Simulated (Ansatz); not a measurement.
# Decaying states in the gap of K2NaBF6

A new crystal, K2NaBF6: structure, gap and complex bands. It is built by putting B for Ga in the K2NaGaF6 structure of space group Fm-3m, with the volume rescaled by atomic radii. The parent structure comes from the Materials Project.

Method: PBE DFT, plane waves, PAW files, in the first sound run; inputs show where later runs differ, in Ansatz 0.2.0.

The structure was built from a prototype and need not be the compound's stable phase.

## 1. Set-up

The structure is cubic, space group Fm-3m (No. 225). Conventional cell: a = 8.238 Å, b = 8.238 Å, c = 8.238 Å, α = 90.00°, β = 90.00°, γ = 90.00°. K has 12 F at 2.92 Å and 4 Na at 3.57 Å and 4 B at 3.57 Å nearest. Nearest to Na lie 6 F at 2.23 Å. Nearest to B lie 6 F at 1.89 Å and 8 K at 3.57 Å. Nearest to F lie 1 B at 1.89 Å and 1 Na at 2.23 Å and 4 K at 2.92 Å. It derives from K2NaGaF6. B for Ga in the K2NaGaF6 structure of space group Fm-3m. Farther neighbours and most contacts between anions are not listed.

## 2. Cell and atoms at rest

The substituted atoms don't fit the parent's cell, so cell and atoms relax together. A small smearing keeps the run stable in case the gap closes on the way.

input.yaml

```yaml
crystal:
  lattice:
    - [0.0, 4.1191287607, 4.1191287607]
    - [4.1191287607, 0.0, 4.1191287607]
    - [4.1191287607, 4.1191287607, 0.0]
  atoms:
    - { symbol: K, position: [0.75, 0.75, 0.75] }
    - { symbol: K, position: [0.25, 0.25, 0.25] }
    - { symbol: Na, position: [0.5, 0.5, 0.5] }
    - { symbol: B, position: [0.0, 0.0, 0.0] }
    - { symbol: F, position: [0.770739, 0.229261, 0.229261] }
    - { symbol: F, position: [0.229261, 0.229261, 0.770739] }
    - { symbol: F, position: [0.229261, 0.770739, 0.770739] }
    - { symbol: F, position: [0.229261, 0.770739, 0.229261] }
    - { symbol: F, position: [0.770739, 0.229261, 0.770739] }
    - { symbol: F, position: [0.770739, 0.770739, 0.229261] }
kpoints:
  mp_grid: { grid: [6, 6, 6] }
scf:
  occupations: { method: gaussian, width: 0.03 }
hamiltonian:
  xc: pbe
output:
  forces: true
  stress: true
relax:
  f_tol: 0.02
  max_steps: 60
  cell: {}
```

Command:

```
$ ansatz run input.yaml --threads 2 --pin off --max-ram 4096MiB --backend cpu --events-out ev --progress --plain --runs-dir out
```

Numbers of over 12 decimals in the logs are rounded to 6 here.

What it wrote:

```text
Engine: ansatz 0.2.0, aarch64-unknown-linux-gnu
Pseudopotentials: kind: paw
Pseudopotential: K, paw, valence charge 9, recommended cutoff 420 eV (normal), K.paw.azcp
Pseudopotential: Na, paw, valence charge 9, recommended cutoff 420 eV (normal), Na.paw.azcp
Pseudopotential: B, paw, valence charge 3, recommended cutoff 420 eV (normal), B.paw.azcp
Pseudopotential: F, paw, valence charge 7, recommended cutoff 420 eV (normal), F.paw.azcp
Functional definition: PBE
  parameter kappa = 0.804
  parameter beta = 0.066725
  exchange = pbe_x(kappa = kappa, mu = beta*pi^2/3)
  correlation = pbe_c(beta = beta)
Crystal: 10 atoms, lattice volume = 139.780 Å³
Basis set: ecut = 420 eV, 2733 PW (Γ), exchange–correlation on 80×80×80 points (8 copies of the dense FFT grid, shifted against one another)
Bands: 46, of which v1, the nominal top of the filled ones, is band 36 counted from 1 (35 counted from 0)
Symmetry: 48 space group operations
Space group: Fm-3m (ITA 225), of the structure as read, at distance tolerance 5.2e-5 Å
k-points: 16 of 216
Non-local potential: K, projectors of the file, l = 0: 3, l = 1: 2, l = 2: 2
Non-local potential: Na, projectors of the file, l = 0: 3, l = 1: 2, l = 2: 1
Non-local potential: B, projectors of the file, l = 0: 2, l = 1: 2, l = 2: 1
Non-local potential: F, projectors of the file, l = 0: 2, l = 1: 2, l = 2: 1
PAW form: soft (Blöchl's): semilocal exchange-correlation on the pseudo side does not see the compensation charge
PAW one-centre angular grid: K, 110 points (default); XC on 64 Gauss nodes
PAW one-centre angular grid: Na, 110 points (default); XC on 64 Gauss nodes
PAW one-centre angular grid: B, 110 points (default); XC on 64 Gauss nodes
PAW one-centre angular grid: F, 110 points (default); XC on 64 Gauss nodes
Initial density: superposition of atomic densities (neutral atoms: chi_scale 0, normalization atom), corrected by the library's trained network
Initial wavefunctions: pseudopotential atomic-orbital guess
Functional: x = pbe(κ = 0.804, μ = 0.219515), c = pbe(β = 0.066725)
SCF iter   1: F=—  HF=-9575.202876 eV  |F-HF|=—  |Δ(HF+E_count)|=         —  Δρ=1.35e-3  dr2=1.53e-3  ethr=1.77e-3  ⟨swp⟩=6.2  Hψ=3153  notcnv=0  defer=13
preconditioner: auto → Resta (q_TF=auto, 2.443 Å⁻¹)  ε∞=3.0  [insulator: Δε(μ)=4.611 eV  Ē_g=18.476 eV  σ=0.030 eV  W_gap=1.00  n_scr=26 (ndim 8)  ℏωp=26.3 eV  f_vac=0.061  D(μ)=0.00/eV (n_scr^D=0)  ε∞_Penn≈3.0]
SCF iter   2: F=—  HF=-9575.202715 eV  |F-HF|=—  |Δ(HF+E_count)|=   1.61e-4  Δρ=7.24e-4  dr2=2.53e-4  ethr=2.12e-6  ⟨swp⟩=2.1  Hψ=1373  notcnv=0  defer=62
SCF iter   3: F=—  HF=-9575.202985 eV  |F-HF|=—  |Δ(HF+E_count)|=   2.70e-4  Δρ=2.51e-4  dr2=4.69e-5  ethr=3.52e-7  ⟨swp⟩=2.0  Hψ=934  notcnv=0  defer=62
SCF iter   4: F=—  HF=-9575.202675 eV  |F-HF|=—  |Δ(HF+E_count)|=   3.10e-4  Δρ=4.69e-5  dr2=3.40e-6  ethr=6.51e-8  ⟨swp⟩=2.2  Hψ=1028  notcnv=0  defer=62
SCF iter   5: F=—  HF=-9575.202675 eV  |F-HF|=—  |Δ(HF+E_count)|=   2.78e-7  Δρ=1.84e-5  dr2=3.43e-7  ethr=4.72e-9  ⟨swp⟩=2.0  Hψ=1027  notcnv=0  defer=62
SCF iter   6: F=-9575.202675 eV  HF=-9575.202675 eV  |F-HF|=2.29e-10  |Δ(HF+E_count)|=   7.57e-9  Δρ=3.52e-6  dr2=1.92e-8  ethr=1.39e-10  ⟨swp⟩=4.0  Hψ=2029  notcnv=0
SCF 1 converged in 6 iterations: F = -9575.202675 eV  dr2 = 1.92e-8
  greatest PAW one-centre occupation: 0.999 electrons in one spin orbital (limit 2), on the Na atom at site 2 (counted from 0), in its partial waves of l = 0
relax step   1: F+E_penalty+E_count = -9575.20267535 eV  Δ(F+E_penalty+E_count) = +0.000e0 eV  max|allowed force component| = 2.658e0 eV/Å  Δτ_max = 0.0000 Å  P = -10.144 GPa  Ω = 139.780 Å³  (6 SCF iters, dr2 threshold 1.00e-7 eV, accepted)
Crystal: 10 atoms, lattice volume = 126.730 Å³
Basis set: ecut = 420 eV, 2445 PW (Γ), exchange–correlation on 80×80×80 points (8 copies of the dense FFT grid, shifted against one another)
Initial density: handed on by an earlier stage of this run
Initial wavefunctions: those handed on with the density
iter 1 solved again at ethr=3.99e-4 eV; its pass at ethr=3.10e-3 eV (dr2=2.87e-1 eV) is discarded
SCF iter   1: F=—  HF=-9577.228434 eV  |F-HF|=—  |Δ(HF+E_count)|=         —  Δρ=2.96e-2  dr2=2.85e-1  ethr=3.99e-4  ⟨swp⟩=2.3  Hψ=3578  notcnv=0
preconditioner: auto → Resta (q_TF=auto, 2.483 Å⁻¹)  ε∞=2.9  [insulator: Δε(μ)=6.517 eV  Ē_g=19.903 eV  σ=0.030 eV  W_gap=1.00  n_scr=26 (ndim 8)  ℏωp=27.6 eV  f_vac=0.045  D(μ)=0.00/eV (n_scr^D=0)  ε∞_Penn≈2.9]
SCF iter   2: F=—  HF=-9577.187017 eV  |F-HF|=—  |Δ(HF+E_count)|=   4.14e-2  Δρ=1.45e-2  dr2=6.48e-2  ethr=3.96e-4  ⟨swp⟩=2.7  Hψ=1221  notcnv=0  defer=1
SCF iter   3: F=—  HF=-9577.181658 eV  |F-HF|=—  |Δ(HF+E_count)|=   5.36e-3  Δρ=4.13e-3  dr2=9.02e-3  ethr=9.00e-5  ⟨swp⟩=3.1  Hψ=1321  notcnv=0  defer=5
SCF iter   4: F=—  HF=-9577.179717 eV  |F-HF|=—  |Δ(HF+E_count)|=   1.94e-3  Δρ=5.97e-4  dr2=3.99e-4  ethr=1.25e-5  ⟨swp⟩=2.0  Hψ=1211  notcnv=0  defer=5
SCF iter   5: F=—  HF=-9577.179969 eV  |F-HF|=—  |Δ(HF+E_count)|=   2.52e-4  Δρ=2.05e-4  dr2=2.49e-5  ethr=5.54e-7  ⟨swp⟩=2.1  Hψ=1058  notcnv=0  defer=5
SCF iter   6: F=-9577.179977 eV  HF=-9577.179976 eV  |F-HF|=5.33e-7  |Δ(HF+E_count)|=   7.14e-6  Δρ=3.31e-5  dr2=7.44e-7  ethr=1.39e-9  ⟨swp⟩=2.8  Hψ=2685  notcnv=0
SCF 2 converged in 6 iterations: F = -9577.179977 eV  dr2 = 7.44e-7
relax step   2: F+E_penalty+E_count = -9577.17997678 eV  Δ(F+E_penalty+E_count) = -1.977e0 eV  max|allowed force component| = 1.235e0 eV/Å  Δτ_max = 0.1099 Å  P = -3.235 GPa  Ω = 126.730 Å³  energy of the carried Pulay correction = +4.436e-2 eV  (6 SCF iters, dr2 threshold 1.00e-6 eV, accepted)
Crystal: 10 atoms, lattice volume = 122.045 Å³
Basis set: ecut = 420 eV, 2421 PW (Γ), exchange–correlation on 80×80×80 points (8 copies of the dense FFT grid, shifted against one another)
iter 1 solved again at ethr=1.95e-4 eV; its pass at ethr=3.10e-3 eV (dr2=1.41e-1 eV) is discarded
SCF iter   1: F=—  HF=-9577.326331 eV  |F-HF|=—  |Δ(HF+E_count)|=         —  Δρ=2.51e-2  dr2=1.41e-1  ethr=1.95e-4  ⟨swp⟩=2.8  Hψ=3753  notcnv=0
preconditioner: auto → Resta (q_TF=auto, 2.499 Å⁻¹)  ε∞=2.9  [insulator: Δε(μ)=6.846 eV  Ē_g=20.407 eV  σ=0.030 eV  W_gap=1.00  n_scr=26 (ndim 8)  ℏωp=28.1 eV  f_vac=0.067  D(μ)=0.00/eV (n_scr^D=0)  ε∞_Penn≈2.9]
SCF iter   2: F=—  HF=-9577.313869 eV  |F-HF|=—  |Δ(HF+E_count)|=   1.25e-2  Δρ=1.18e-2  dr2=2.73e-2  ethr=1.95e-4  ⟨swp⟩=2.0  Hψ=1178  notcnv=0
SCF iter   3: F=—  HF=-9577.315870 eV  |F-HF|=—  |Δ(HF+E_count)|=   2.00e-3  Δρ=3.58e-3  dr2=3.74e-3  ethr=3.79e-5  ⟨swp⟩=2.1  Hψ=1183  notcnv=0
SCF iter   4: F=—  HF=-9577.315754 eV  |F-HF|=—  |Δ(HF+E_count)|=   1.16e-4  Δρ=3.42e-4  dr2=7.26e-5  ethr=5.20e-6  ⟨swp⟩=2.0  Hψ=1018  notcnv=0
SCF iter   5: F=—  HF=-9577.315800 eV  |F-HF|=—  |Δ(HF+E_count)|=   4.60e-5  Δρ=5.59e-5  dr2=2.17e-6  ethr=1.01e-7  ⟨swp⟩=2.1  Hψ=1091  notcnv=0
SCF iter   6: F=-9577.315800 eV  HF=-9577.315800 eV  |F-HF|=1.09e-8  |Δ(HF+E_count)|=   4.19e-7  Δρ=1.18e-5  dr2=1.52e-7  ethr=1.39e-9  ⟨swp⟩=4.2  Hψ=2228  notcnv=0
SCF 3 converged in 6 iterations: F = -9577.315800 eV  dr2 = 1.52e-7
relax step   3: F+E_penalty+E_count = -9577.31580041 eV  Δ(F+E_penalty+E_count) = -1.358e-1 eV  max|allowed force component| = 9.398e-1 eV/Å  Δτ_max = 0.0933 Å  P = +5.056 GPa  Ω = 122.045 Å³  energy of the carried Pulay correction = +6.136e-2 eV  (6 SCF iters, dr2 threshold 1.00e-6 eV, accepted)
[...]
relax step   4: F+E_penalty+E_count = -9577.43423290 eV  Δ(F+E_penalty+E_count) = -1.184e-1 eV  max|allowed force component| = 1.379e-1 eV/Å  Δτ_max = 0.0380 Å  P = +0.613 GPa  Ω = 124.696 Å³  energy of the carried Pulay correction = +5.166e-2 eV  (5 SCF iters, dr2 threshold 1.00e-6 eV, accepted)
[...]
relax step   5: F+E_penalty+E_count = -9577.43718709 eV  Δ(F+E_penalty+E_count) = -2.954e-3 eV  max|allowed force component| = 2.090e-2 eV/Å  Δτ_max = 0.0118 Å  P = +0.147 GPa  Ω = 126.656 Å³  energy of the carried Pulay correction = +4.462e-2 eV  (5 SCF iters, dr2 threshold 1.00e-6 eV, accepted)
[...]
relax step   6: F+E_penalty+E_count = -9577.43578088 eV  Δ(F+E_penalty+E_count) = +1.406e-3 eV  max|allowed force component| = 4.569e-4 eV/Å  Δτ_max = 0.0026 Å  P = +0.011 GPa  Ω = 127.165 Å³  energy of the carried Pulay correction = +4.281e-2 eV  (5 SCF iters, dr2 threshold 5.37e-8 eV, accepted)
[...]
relax step   7: F+E_penalty+E_count = -9577.41277306 eV  Δ(F+E_penalty+E_count) = +2.301e-2 eV  max|allowed force component| = 2.361e-3 eV/Å  Δτ_max = 0.0000 Å  P = -0.448 GPa  Ω = 127.165 Å³  stress off target by 4.48e-1 GPa  SCF on the basis re-selected at this cell (its energy is not comparable with the rows above)  (6 SCF iters)
[...]
relax step   8: F+E_penalty+E_count = -9577.41805892 eV  Δ(F+E_penalty+E_count) = -5.286e-3 eV  max|allowed force component| = 2.199e-4 eV/Å  Δτ_max = 0.0034 Å  P = +0.013 GPa  Ω = 126.062 Å³  energy of the carried Pulay correction = +3.798e-3 eV  (5 SCF iters, dr2 threshold 5.02e-7 eV, accepted)
iter 1 solved again at ethr=2.06e-7 eV; its pass at ethr=3.10e-3 eV (dr2=1.48e-4 eV) is discarded
SCF iter   1: F=—  HF=-9577.414256 eV  |F-HF|=—  |Δ(HF+E_count)|=         —  Δρ=8.97e-5  dr2=1.49e-6  ethr=2.06e-7  ⟨swp⟩=3.1  Hψ=4920  notcnv=0
preconditioner: auto → Resta (q_TF=auto, 2.485 Å⁻¹)  ε∞=2.9  [insulator: Δε(μ)=6.665 eV  Ē_g=20.145 eV  σ=0.030 eV  W_gap=1.00  n_scr=26 (ndim 8)  ℏωp=27.7 eV  f_vac=0.078  D(μ)=0.00/eV (n_scr^D=0)  ε∞_Penn≈2.9]
SCF iter   2: F=—  HF=-9577.414435 eV  |F-HF|=—  |Δ(HF+E_count)|=   1.79e-4  Δρ=3.93e-5  dr2=3.92e-7  ethr=2.07e-9  ⟨swp⟩=2.0  Hψ=1312  notcnv=0
SCF iter   3: F=—  HF=-9577.414436 eV  |F-HF|=—  |Δ(HF+E_count)|=   2.88e-7  Δρ=1.47e-5  dr2=4.51e-8  ethr=5.44e-10  ⟨swp⟩=2.4  Hψ=989  notcnv=0
SCF iter   4: F=—  HF=-9577.414436 eV  |F-HF|=—  |Δ(HF+E_count)|=   4.39e-8  Δρ=1.06e-6  dr2=1.66e-9  ethr=6.27e-11  ⟨swp⟩=2.0  Hψ=985  notcnv=0
SCF iter   5: F=—  HF=-9577.414436 eV  |F-HF|=—  |Δ(HF+E_count)|=  4.26e-10  Δρ=5.36e-7  dr2=2.67e-10  ethr=2.31e-12  ⟨swp⟩=2.0  Hψ=1309  notcnv=0
SCF iter   6: F=-9577.414436 eV  HF=-9577.414436 eV  |F-HF|=5.46e-12  |Δ(HF+E_count)|=  1.00e-10  Δρ=1.33e-7  dr2=4.74e-11  ethr=1.00e-12  ⟨swp⟩=4.0  Hψ=2486  notcnv=0
SCF 9 converged in 6 iterations: F = -9577.414436 eV  dr2 = 4.74e-11
relax step   9: F+E_penalty+E_count = -9577.41443561 eV  Δ(F+E_penalty+E_count) = +3.623e-3 eV  max|allowed force component| = 2.253e-4 eV/Å  Δτ_max = 0.0000 Å  P = -0.030 GPa  Ω = 126.062 Å³  stress off target by 2.97e-2 GPa  SCF on the basis re-selected at this cell (its energy is not comparable with the rows above)  (6 SCF iters)
basis re-selected at this cell: Δ(F+E_penalty+E_count) = +3.623e-3 eV, ΔP = -0.042 GPa vs the last step (what re-selecting the basis moved, of the pressure what is left beyond the Pulay correction that the steps carried, after the strain that the cell walked since its last selection, with what the two solves' SCF thresholds leave and, on support functions, any second-order correction that the steps lacked; it is no m [...]
SCF converged after 6 iterations
Free energy (F): -9577.414436 eV
Harris-Foulkes:  -9577.414436 eV  (|F-HF|=5.46e-12)
Internal energy: -9577.414436 eV  (E = F + TS)
E sigma→0 (E₀):  -9577.414436 eV
Fermi energy:    5.843133 eV
--- Per-component energies (eV) ---
  E_band       = -572.241945
  E_kinetic    = 1919.049047
  E_local      = -5675.308911  (includes V_loc(G=0)·N_el)
  E_nonlocal   = 590.391347
  E_hartree    = 2062.548487
  E_xc         = -822.681999
  E_vxc        = -1035.150377  (∫ρ·V_xc dr)
  E_paw        = -3108.327659  (= ΣΔE_a)
  E_vpaw       = -496.332290  (= ΣTr[D̂ρ^β])
  E_aug_tail   = 0.012455  (compensation charges beyond the density's cutoff)
  E_ewald      = -4543.097203
  E_smearing   = -0.000000  (= −TS)
  E_closure    = -0.000000  (closes the sum)
  Σ components = -9577.414436   (vs F -9577.414436, Δ=0.00e0)
--- Forces (eV/Å), atoms counted from 1 ---
  atom   1  K      0.00000000     0.00000000     0.00000000
  atom   2  K     -0.00000000    -0.00000000    -0.00000000
  atom   3  Na     0.00000000    -0.00000000    -0.00000000
  atom   4  B     -0.00000000     0.00000000     0.00000000
  atom   5  F     -0.00022532    -0.00000000    -0.00000000
  atom   6  F      0.00000000     0.00000000    -0.00022532
  atom   7  F      0.00022532     0.00000000     0.00000000
  atom   8  F      0.00000000    -0.00022532    -0.00000000
  atom   9  F     -0.00000000     0.00022532     0.00000000
  atom  10  F     -0.00000000    -0.00000000     0.00022532
  max |Σ_I F_I| component: 2.67e-18 eV/Å
--- Stress (GPa, compression-positive) ---
       -0.029725      -0.000000      -0.000000
       -0.000000      -0.029725       0.000000
       -0.000000      -0.000000      -0.029725
  P = ⅓ Tr σ = -0.0297 GPa (-0.297 kbar)
--- Relaxed structure (7 steps of the walk, 7 accepted, 2 SCFs on fresh bases) ---
  F+E_penalty+E_count = -9577.41443561 eV   max|allowed force component| = 2.253e-4 eV/Å   (the final SCF, on the basis selected at the relaxed cell)
  cell:  # Å, volume = 126.0623 Å³
    - [0, 3.979713, 3.979713]
    - [3.979713, 0, 3.979713]
    - [3.979713, 3.979713, 0]
  atoms:
    - { symbol: K, position: [0.750000, 0.750000, 0.750000] }
    - { symbol: K, position: [0.25, 0.25, 0.25] }
    - { symbol: Na, position: [0.5, 0.5, 0.5] }
    - { symbol: B, position: [-4.9641694059599335e-18, 1.4055495560883351e-18, 1.9635579940859547e-18] }
    - { symbol: F, position: [0.792138, 0.207862, 0.207862] }
    - { symbol: F, position: [0.207862, 0.207862, 0.792138] }
    - { symbol: F, position: [0.207862, 0.792138, 0.792138] }
    - { symbol: F, position: [0.207862, 0.792138, 0.207862] }
    - { symbol: F, position: [0.792138, 0.207862, 0.792138] }
    - { symbol: F, position: [0.792138, 0.792138, 0.207862] }
```

Wall time 24 s (2 threads of Arm Neoverse V1, shared host); peak memory 0.45 GiB.

Relaxation path:

```
step  energy less that of the first step (eV)  largest force component (eV/Å)  pressure (GPa)  volume (Å³)
   1                                   0.0000                          2.6583          -10.14       139.78
   2                                  -1.9773                          1.2354           -3.24       126.73
   3                                  -2.1131                          0.9398            5.06       122.04
   4                                  -2.2316                          0.1379            0.61       124.70
   5                                  -2.2345                          0.0209            0.15       126.66
   6                                  -2.2331                          0.0005            0.01       127.16
  7*                                  -2.2101                          0.0024           -0.45       127.16
   8                                  -2.2154                          0.0002            0.01       126.06
  9*                                  -2.2118                          0.0002           -0.03       126.06
```

Relaxation steps marked * repeat the geometry before them on a plane-wave basis chosen anew for their cell, so energy and pressure can jump there.

The run keeps the 48 symmetry operations that it works with, so distortions that break them were not tested.

```
conventional cell, symmetrised  before  after  change
                         a (Å)   8.238  7.959  -3.4 %
                         b (Å)   8.238  7.959  -3.4 %
                         c (Å)   8.238  7.959  -3.4 %
              volume (Å³/atom)   13.98  12.61  -9.8 %
```

The atoms that moved most (Å, as changes of fractional coordinates times the final cell):

```
atom      dx      dy      dz  length
  F5  -0.170   0.000   0.000   0.170
  F7   0.170   0.000   0.000   0.170
  F8   0.000  -0.170   0.000   0.170
  F9   0.000   0.170   0.000   0.170
 F10   0.000   0.000   0.170   0.170
  F6   0.000   0.000  -0.170   0.170
```

Final coordinates:

```cif
data_structure
_symmetry_space_group_name_H-M 'P 1'
_symmetry_Int_Tables_number 1
_cell_length_a 5.6282
_cell_length_b 5.6282
_cell_length_c 5.6282
_cell_angle_alpha 60.000
_cell_angle_beta 60.000
_cell_angle_gamma 60.000
_cell_volume 126.06
loop_
_atom_site_label
_atom_site_type_symbol
_atom_site_fract_x
_atom_site_fract_y
_atom_site_fract_z
_atom_site_occupancy
K1 K 0.75000 0.75000 0.75000 1
K2 K 0.25000 0.25000 0.25000 1
Na3 Na 0.50000 0.50000 0.50000 1
B4 B 0.00000 0.00000 0.00000 1
F5 F 0.79214 0.20786 0.20786 1
F6 F 0.20786 0.20786 0.79214 1
F7 F 0.20786 0.79214 0.79214 1
F8 F 0.20786 0.79214 0.20786 1
F9 F 0.79214 0.20786 0.79214 1
F10 F 0.79214 0.79214 0.20786 1
```

Numbers from this step:

```
free energy  : -9577.4144 eV
Fermi energy : 5.843 eV
pressure     : -0.02972 GPa
```

The largest force component on a free atom ends at 2.3e-4 eV/Å.

(Continued in part 2 of 4.)

[Logs are printed without paths, hosts, clocks, repeated set-up lines and the standing remarks that a program may print on its own settings, such as how far it seeks lower states.]

[Hosts, paths, dates, database ids (printed as entryN), source tags and the programs' standing remarks are cut or masked in the printed files.]
